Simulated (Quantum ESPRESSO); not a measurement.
# Voltage at the next charge: Ag(111), 4 layers, one monolayer of Li on fcc sites against an electrode

How the rows were computed: Quantum ESPRESSO 7.5, PBE, GBRV ultrasoft; ESM with bc3, a metal electrode 4.96 Å above the top atoms; cell area 7.243 Å²; ions fixed. V is the potential energy of an electron at the electrode over the slab's Fermi level, divided by e, so that it equals the work function at zero charge; positive charge removes electrons.

```
charge (e a cell)  V (V)
                0  3.559
           0.0109  4.316
           0.0217  5.095
```

**Question.** What is V at a charge of 0.0435 e, and what capacitance do the rows imply?

**Worked estimate.** The last two rows give dV/dq = (5.095 − 4.316)/(0.0217 − 0.0109) = 72.1 V/e, so C = 1602/(7.243 × 72.1) = 3.07 µF/cm², an effective gap of 8.854/3.07 = 2.89 Å. At constant C, V = 5.095 + 72.1 × 0.0218 = 6.67 V.

**The withheld run.** V = 6.745 V; the estimate misses by −0.08 V, 4.7 % of the step. Over the three intervals C goes 3.19, 3.07 and 2.92 µF/cm²: it falls as electrons leave, the surface charge drawing back towards the atoms.

**Limits.** Vacuum fills the gap; a dielectric or electrolyte would change C. The slab is thin.

[Logs are printed without paths, hosts, clocks, repeated set-up lines and the standing remarks that a program may print on its own settings, such as how far it seeks lower states.]
